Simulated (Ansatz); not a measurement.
# Ru-Os-Ru stack of (111) layers: phonon-mediated transition temperature

Wanted: λ, ω_log and Tc of Ru-Os-Ru stack of (111) layers. The cell shown first is a relaxed one, from steps not shown here.

Main program and level: Ansatz 0.2.0; DFT PBE, scalar-relativistic, plane waves, PAW; PAW set soft_1.

Most raw output is cut from this account.

In doubt: the program doubts the meshes or the phonons of the coupling sums, which bears on λ, Tc and transport values.

## Step 1: The cell after earlier relaxation steps

The cell holds 3 atoms: 2 Ru and 1 Os. Its edges and angles: a = 2.685 Å, b = 2.685 Å, c = 32.649 Å, α = 90.0°, β = 90.0°, γ = 120.0°. Vacuum lies along c.

## Step 2: Coupling and resistivity: q 3×3×1, k 9×9×1, scattering 18×18×1

The run that gives the couplings also evaluates McMillan's and Allen and Dynes's formulas and, where asked, the Eliashberg equations, over a range of μ*.

The input, input.yaml:

```yaml
crystal:
  lattice:
    - [2.6845697341, 0.0, 0.0]
    - [-1.342284867, 2.324905588, 0.0]
    - [0.0, 0.0, 32.6490652006]
  atoms:
    - { symbol: Ru, position: [0.0, 0.0, 0.17088003] }
    - { symbol: Os, position: [0.3333333333, 0.6666666667, 0.2362170234] }
    - { symbol: Ru, position: [0.6666666667, 0.3333333333, 0.3015540168] }
  periodic: [true, true, false]
kpoints:
  mp_grid: { grid: [9, 9, 1] }
hamiltonian:
  xc: pbe
  pseudopotentials: { kind: paw, azcp: { folder: soft_1 } }
scf:
  occupations: { method: methfessel_paxton, width: 0.2 }
output:
  eigenvalues: true
phonons:
  method: dfpt
  qmesh: [3, 3, 1]
  temperatures: { t_max: 1000, t_step: 50 }
  qpath:
    path:
      - [0.0, 0.0, 0.0]
      - [0.5, 0.0, 0.0]
      - [0.33333333, 0.33333333, 0.0]
      - [0.0, 0.0, 0.0]
    npoints: 10
  electrical_resistivity:
    mesh: [18, 18, 1]
    temperatures: [20.0, 50.0, 77.0, 100.0, 150.0, 200.0, 300.0, 400.0, 600.0, 800.0]
  superconductivity: { mesh: [18, 18, 1] }
```

Command:

```
$ ansatz run input.yaml --threads 4 --pin off --max-ram 12288MiB --backend cpu --events-out ev --progress --plain --runs-dir out
```

It took 4.5 min on 4 threads of Arm Neoverse V1, shared host; peak memory 2.7 GiB; 17 min of CPU time.

This step gave:

```yaml
metallic_on_mesh: yes
gap_on_the_k_mesh: 0 eV
zero_point_energy: 0.08814 eV/cell
share_of_imaginary_modes_in_the_plain_interpolation_between_solved_wavevectors: 0.0045
highest_frequency_solved_or_plainly_interpolated: 227.6 cm⁻¹
cell_height: 32.65 Å
sheet_resistance_300k: 99.67 Ω/square, mean in the plane
resistivity_at_300_k: 32.54 μΩ cm, mean of the axes, of the whole cell with its vacuum
coupling_constant_lambda: 0.5579
density_of_states_at_the_fermi_level: 1.341 states/eV a spin and cell
log_mean_phonon_energy_omega_log: 17.07 meV
transport_coupling_constant_lambda_tr: 0.5579, 0.5579, 0 (xx, yy, zz)
drude_plasma_energy: 4.245, 4.245, 0 eV (xx, yy, zz), of the whole cell with its vacuum
second_moment_phonon_energy_omega: 18.74 meV
```

Transition temperatures:

```
  μ*  McMillan Tc (K)  Allen–Dynes Tc (K)  isotropic Fermi-surface Tc (K)  isotropic full bandwidth Tc (K)  anisotropic Fermi-surface Tc (K)  anisotropic full bandwidth Tc (K)  anisotropic narrow window Tc (K)
0.08             4.52                4.64                            4.39                             4.31                              4.83                               4.71                              4.71
 0.1             3.59                3.68                             3.4                             3.34                              3.82                               3.74                              3.74
0.12             2.77                2.83                            2.55                             2.51                              2.95                               2.89                              2.89
0.13              2.4                2.45                            2.18                             2.14                              2.57                               2.52                              2.52
0.14             2.06                 2.1                            1.84                             1.81                              2.22                               2.18                              2.17
0.16             1.46                1.48                            1.27                             1.25                              1.61                               1.59                              1.59
 0.2            0.603               0.613                           0.505                            0.502                              0.76                              0.756                             0.755
```

## Step 3: Coupling and resistivity: scattering mesh 24×24×1

The next rung changes the scattering mesh, which samples the Fermi surface.

input.yaml, as its differences from that of step 2:

```diff
@@ -31,4 +31,4 @@
   electrical_resistivity:
-    mesh: [18, 18, 1]
+    mesh: [24, 24, 1]
     temperatures: [20.0, 50.0, 77.0, 100.0, 150.0, 200.0, 300.0, 400.0, 600.0, 800.0]
-  superconductivity: { mesh: [18, 18, 1] }
+  superconductivity: { mesh: [24, 24, 1] }
```

Wall time 4.7 min (4 threads); peak memory 2.7 GiB; 18 min of CPU time.

Numbers from this step:

| Item | Value |
| --- | --- |
| sheet resistance 300K | 96.98 Ω/square, mean in the plane |
| resistivity at 300 K | 31.66 μΩ cm, mean of the axes, of the whole cell with its vacuum |
| coupling constant λ | 0.577 |
| density of states at the Fermi level | 1.395 states/eV a spin and cell |
| log mean phonon energy ħω_log | 16.6 meV |
| transport coupling constant λ_tr | 0.5564, 0.5564, 0 (xx, yy, zz) |
| Drude plasma energy | 4.215, 4.215, 0 eV (xx, yy, zz), of the whole cell with its vacuum |
| second-moment phonon energy ħω₂ | 18.42 meV |

Transition temperatures:

```
  μ*  McMillan Tc (K)  Allen–Dynes Tc (K)  isotropic Fermi-surface Tc (K)  isotropic full bandwidth Tc (K)  anisotropic Fermi-surface Tc (K)  anisotropic full bandwidth Tc (K)  anisotropic narrow window Tc (K)
0.08             4.84                4.98                            4.71                             4.67                              5.06                               4.99                              4.98
 0.1              3.9                   4                             3.7                             3.67                              4.04                               3.99                              3.98
0.12             3.06                3.13                            2.82                              2.8                              3.15                               3.11                              3.11
0.13             2.67                2.73                            2.43                             2.41                              2.76                               2.72                              2.72
0.14             2.31                2.37                            2.08                             2.06                              2.39                               2.36                              2.36
0.16             1.68                1.72                            1.47                             1.45                              1.76                               1.74                              1.74
 0.2            0.747                0.76                           0.623                            0.614                             0.851                              0.839                             0.842
```

Between step 2 and this run (scattering mesh 24×24×1) the value for the coupling constant λ moves from 0.558 to 0.577 (+3 %).

## Step 4: Electron–phonon run: q 3×3×1, k 12×12×1, scattering 24×24×1

The next rung changes the k mesh of the density and its response.

input.yaml, as its differences from that of step 3:

```diff
@@ -11,3 +11,3 @@
 kpoints:
-  mp_grid: { grid: [9, 9, 1] }
+  mp_grid: { grid: [12, 12, 1] }
 hamiltonian:
```

The mesh is denser.

The job ended after 6 min (4 threads; peak memory 2.3 GiB; 23 min of CPU time).

This step gave:

```yaml
zero_point_energy: 0.09176 eV/cell
share_of_imaginary_modes_in_the_plain_interpolation_between_solved_wavevectors: 0
highest_frequency_solved_or_plainly_interpolated: 230.8 cm⁻¹
sheet_resistance_300k: 99.94 Ω/square, mean in the plane
resistivity_at_300_k: 32.63 μΩ cm, mean of the axes, of the whole cell with its vacuum
coupling_constant_lambda: 0.5726
density_of_states_at_the_fermi_level: 1.401 states/eV a spin and cell
log_mean_phonon_energy_omega_log: 16.79 meV
transport_coupling_constant_lambda_tr: 0.5558, 0.5558, 0 (xx, yy, zz)
drude_plasma_energy: 4.21, 4.21, 0 eV (xx, yy, zz), of the whole cell with its vacuum
second_moment_phonon_energy_omega: 18.53 meV
```

Transition temperatures:

```
  μ*  McMillan Tc (K)  Allen–Dynes Tc (K)  isotropic Fermi-surface Tc (K)  isotropic full bandwidth Tc (K)  anisotropic Fermi-surface Tc (K)  anisotropic full bandwidth Tc (K)  anisotropic narrow window Tc (K)
0.08             4.79                4.93                            4.67                             4.76                              5.05                               5.09                              5.08
 0.1             3.85                3.95                            3.65                             3.72                              4.03                               4.05                              4.04
0.12             3.01                3.08                            2.78                             2.82                              3.13                               3.14                              3.14
0.13             2.62                2.68                            2.39                             2.42                              2.74                               2.74                              2.74
0.14             2.27                2.32                            2.04                             2.06                              2.37                               2.38                              2.38
0.16             1.64                1.67                            1.43                             1.44                              1.74                               1.74                              1.74
 0.2            0.717               0.729                           0.598                              0.6                             0.839                              0.834                              0.84
```

The Eliashberg function α²F has structure finer than the step of the table below, so its rows give means over 0.5 meV, whole bins alone (the curve runs from 0.106 to 27.1 meV). Peaks (meV: height): α²F 13.27: 0.644, 19.00: 0.561, 21.76: 1.04, 23.46: 0.617, 26.01: 0.526; α²F tr 13.27: 0.547, 19.00: 0.655, 20.49: 0.533, 21.76: 1.06, 23.46: 0.744, 26.01: 0.581.

The Eliashberg function α²F by phonon energy; means over each step:

```
phonon energy (meV)      α²F   α²F tr
                0.5   6.7e-5        0
                1.0   3.5e-4        0
                1.5   8.8e-4   1.1e-4
                2.0  0.00167   2.3e-4
                2.5  0.00290   3.4e-4
                3.0  0.00391   5.1e-4
                3.5  0.00440   7.7e-4
                4.0  0.00506  0.00105
                4.5  0.00589  0.00146
                5.0  0.00681  0.00185
                5.5  0.00817  0.00249
                6.0   0.0101  0.00332
                6.5   0.0132  0.00460
                7.0   0.0178  0.00627
                7.5   0.0243  0.00839
                8.0   0.0331   0.0107
                8.5   0.0429   0.0127
                9.0   0.0519   0.0144
                9.5   0.0582   0.0161
               10.0   0.0605   0.0176
               10.5   0.0593   0.0196
               11.0   0.0545   0.0218
               11.5   0.0500   0.0263
               12.0   0.0577   0.0387
               12.5    0.138   0.0919
               13.0    0.450    0.349
               13.5    0.420    0.354
               14.0    0.304    0.251
               14.5    0.274    0.217
               15.0    0.207    0.149
               15.5    0.139   0.0994
               16.0    0.101   0.0735
               16.5   0.0968   0.0761
               17.0    0.154    0.150
               17.5    0.358    0.379
               18.0    0.490    0.521
               18.5    0.503    0.580
               19.0    0.483    0.556
               19.5    0.392    0.412
               20.0    0.362    0.431
               20.5    0.361    0.461
               21.0    0.240    0.302
               21.5    0.550    0.588
               22.0    0.765    0.868
               22.5    0.429    0.561
               23.0    0.362    0.494
               23.5    0.492    0.609
               24.0    0.210    0.315
               24.5    0.119    0.175
               25.0   0.0891    0.142
               25.5    0.236    0.302
               26.0    0.432    0.478
               26.5    0.342    0.380
```

The Eliashberg function α²F has structure finer than the step of the table below, so its rows give means over 1 meV, whole bins alone (the curve runs from 0.106 to 27.1 meV). Peaks (meV: height): α²F 13.3: 0.644, 19.0: 0.561, 21.8: 1.04, 23.5: 0.617, 26.0: 0.526; Ru 18.2: 0.312, 21.8: 0.922, 23.5: 0.581, 26.0: 0.451; Os 13.3: 0.573, 19.0: 0.300, 21.8: 0.114, 26.6: 0.0847.

Table of Eliashberg function α²F by phonon energy; means over each step:

```
phonon energy (meV)      α²F       Ru       Os
                  1   3.8e-4   2.2e-4   2.0e-4
                  2  0.00172   9.0e-4   8.3e-4
                  3  0.00384  0.00198  0.00187
                  4  0.00509  0.00261  0.00251
                  5  0.00686  0.00348  0.00338
                  6   0.0103  0.00513  0.00517
                  7   0.0180  0.00869  0.00933
                  8   0.0332   0.0153   0.0179
                  9   0.0516   0.0226   0.0290
                 10   0.0601   0.0248   0.0353
                 11   0.0545   0.0216   0.0328
                 12   0.0647   0.0227   0.0420
                 13    0.395   0.0739    0.321
                 14    0.308   0.0840    0.224
                 15    0.208   0.0682    0.140
                 16    0.106   0.0611   0.0446
                 17    0.184    0.129   0.0551
                 18    0.470    0.285    0.186
                 19    0.462    0.237    0.225
                 20    0.376    0.235    0.140
                 21    0.292    0.224   0.0679
                 22    0.696    0.631   0.0645
                 23    0.401    0.381   0.0207
                 24    0.252    0.242  0.00982
                 25    0.117    0.105   0.0117
                 26    0.383    0.317   0.0657
```

Anisotropic full-bandwidth solution, weighted at the Fermi level. Gaps:

```
 mu*  T (K)  mean gap (meV)  5 % (meV)  95 % (meV)  mean Z
 0.1   1.01           0.596      0.364       0.723    1.58
 0.1   2.02           0.569      0.347        0.69    1.58
 0.1   3.04           0.459       0.28        0.56    1.58
 0.1   3.64           0.311      0.189       0.381    1.58
0.13  0.686           0.397      0.219       0.489    1.58
0.13   1.37           0.378      0.208       0.466    1.58
0.13   2.06           0.305      0.167       0.378    1.58
0.13   2.47           0.206      0.113       0.257    1.58
0.16  0.435           0.246      0.119        0.31    1.58
0.16   0.87           0.234      0.112       0.295    1.58
0.16   1.31           0.189     0.0903       0.239    1.58
0.16   1.57           0.127     0.0611       0.162    1.58
```

dTc/da2F against phonon energy:

```
phonon energy (meV)  dTc/da2F (K/meV)
                  1                 -
                  2              5.61
                  3              5.30
                  4              4.88
                  5              4.48
                  6              4.12
                  7              3.81
                  8              3.54
                  9              3.30
                 10              3.09
                 11              2.90
                 12              2.73
                 13              2.58
                 14              2.44
                 15              2.32
                 16              2.20
                 17              2.10
                 18              2.00
                 19              1.91
                 20              1.83
                 21              1.76
                 22              1.69
                 23              1.62
                 24              1.56
                 25              1.50
                 26              1.45
                 27              1.39
```

Share of the Fermi-level states against lambda of a state:

```
lambda of a state  share of the Fermi-level states
            0.314                           0.0233
            0.332                           4.0e-4
            0.350                           0.0367
            0.369                                0
            0.387                           0.0195
            0.406                           0.0404
            0.424                           0.0048
            0.442                           0.0034
            0.461                           0.0221
            0.479                           2.0e-4
            0.498                           0.0011
            0.516                           0.0577
            0.535                           0.0509
            0.553                           0.0782
            0.571                            0.101
            0.590                           0.0909
            0.608                            0.183
            0.627                           0.0066
            0.645                           0.0664
            0.664                            0.182
            0.682                                0
            0.700                           0.0199
            0.719                           0.0033
            0.737                           0.0089
```

Against step 3 (now k-mesh 12×12×1), the coupling constant λ goes from 0.577 to 0.573, the free energy moves by -9.6 meV an atom and the mean frequency goes from 159 cm⁻¹ to 165 cm⁻¹.

## Step 5: What came out

```json
{
 "meshes": "q 3×3×1, k 12×12×1, scattering 24×24×1",
 "coupling constant λ": "0.573",
 "log mean phonon energy ħω_log": "16.8 meV",
 "Allen–Dynes Tc at μ* = 0.1": "3.95 K",
 "Allen–Dynes Tc at μ* = 0.13": "2.68 K",
 "anisotropic Eliashberg Tc at μ* = 0.1": "4.05 K",
 "anisotropic Eliashberg Tc at μ* = 0.13": "2.74 K"
}
```

**Reading.** In the last run (PBE, q 3×3×1, k 12×12×1, scattering 24×24×1), with λ = 0.57 and ħω_log = 16.8 meV, Tc at μ* = 0.13 is 2.6 K by McMillan's formula, 2.7 K by Allen and Dynes's and 2.7 K by the anisotropic Eliashberg equations. Raising μ* from 0.10 to 0.16 lowers the Allen–Dynes value from 4.0 to 1.7 K. The mean gap at a quarter of Tc gives 2Δ/k_B Tc = 3.36, against 3.53 in weak-coupling theory. The gap spreads from 0.22 to 0.49 meV over nine tenths of the Fermi surface. By the run's own test λ is not converged in the fine mesh: it moves by 5 % between the two finest, and by up to 51 % in the other runs. The run's transport test calls it not converged in the mesh. In 3 of the runs shown, the last among them, the interpolated phonons dip below zero somewhere, which the program warns of. Over the runs, λ takes the values 0.558, 0.577 and 0.573, in the order shown. No spin–orbit coupling, which matters for Os. The structure is a hand-built model. μ* is a typed number, phonons are harmonic, and spin fluctuations are left out; at μ* = 0.13 McMillan's formula turns 1 % in λ into about 4.0 % in Tc.

[Logs are printed without paths, hosts, clocks, repeated set-up lines and the standing remarks that a program may print on its own settings, such as how far it seeks lower states.]

[Hosts, paths, dates, database ids (printed as entryN), source tags and the programs' standing remarks are cut or masked in the printed files.]
